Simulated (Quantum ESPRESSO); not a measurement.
A computed N K-edge spectrum of one site in a crystal of Cs, N and Ni. Method: Quantum ESPRESSO XSpectra, PBE, excited-electron core hole (neutral cell) in a small cell, dipole transitions, broadening that rises with energy.

Energy from the energy zero of the input (xe0, at the border of filled and empty states); intensity scaled to a mean of 1 over the first 20 eV:

```tsv
E (eV)	intensity
-2.0	0.07
-1.5	0.10
-1.0	0.15
-0.5	0.31
0.0	0.99
0.5	2.54
1.0	1.22
1.5	0.61
2.0	0.93
2.5	1.12
3.0	0.97
3.5	1.18
4.0	1.85
4.5	1.74
5.0	1.42
5.5	1.23
6.0	0.98
6.5	0.82
7.0	0.90
7.5	1.08
8.0	1.21
8.5	1.19
9.0	1.15
9.5	1.10
10.0	1.05
10.5	1.00
11.0	0.95
11.5	0.92
12.0	0.89
12.5	0.85
13.0	0.79
13.5	0.73
14.0	0.67
14.5	0.65
15.0	0.65
15.5	0.67
16.0	0.70
16.5	0.72
17.0	0.74
17.5	0.74
18.0	0.75
18.5	0.76
19.0	0.78
19.5	0.81
20.0	0.83
20.5	0.86
21.0	0.88
21.5	0.89
22.0	0.88
22.5	0.86
23.0	0.84
23.5	0.80
24.0	0.77
24.5	0.74
25.0	0.71
25.5	0.68
26.0	0.66
26.5	0.65
27.0	0.64
27.5	0.64
28.0	0.64
28.5	0.65
29.0	0.66
29.5	0.66
30.0	0.67
30.5	0.67
31.0	0.66
31.5	0.65
32.0	0.64
```

Question: What surroundings does the absorber have?

A K edge sees empty p states; the first features are N p mixed into the empty d states of the Ni neighbours, and the broad ones above probably into the cations' higher empty bands. It is atom 3 of CsNiN (P-6m2), with 2 Ni at 1.72 Å (linear, site symmetry -6m2). Its main maxima below 24 eV lie at 0.5 eV (2.61), 2.3 eV (1.17), 4.2 eV (1.99), 8.2 eV (1.21) and 21.5 eV (0.89). A near-edge spectrum doesn't fix the structure by itself; it is matched against candidates. The starting moments shrank to 0.18 μB or less, so this is hardly a magnetic state. The holes are only 5.5 Å apart, so the shape is probably not converged with cell size; no larger cell was run here. Lifetime broadening is put in by hand, and intensities beyond about 20 eV depend on it and on the partial waves. The structure is a computed Materials Project entry and may be a hypothetical form.

[Banner, clock and machine lines of the logs are left out without a mark of their own.]

[Logs are printed without paths, hosts, clocks, repeated set-up lines and the standing remarks that a program may print on its own settings, such as how far it seeks lower states.]

[Hosts, paths, dates, database ids (printed as entryN), source tags and the programs' standing remarks are cut or masked in the printed files.]

[Lists of maxima count a maximum above −3 eV only where it reaches 4 % of the highest in the window and stands out from its surroundings by 2 % of it (1.5 % where it reaches 55 %); shoulders and weaker maxima are passed over, and of the rest the first, up to two pre-edge ones and the few strongest are named.]
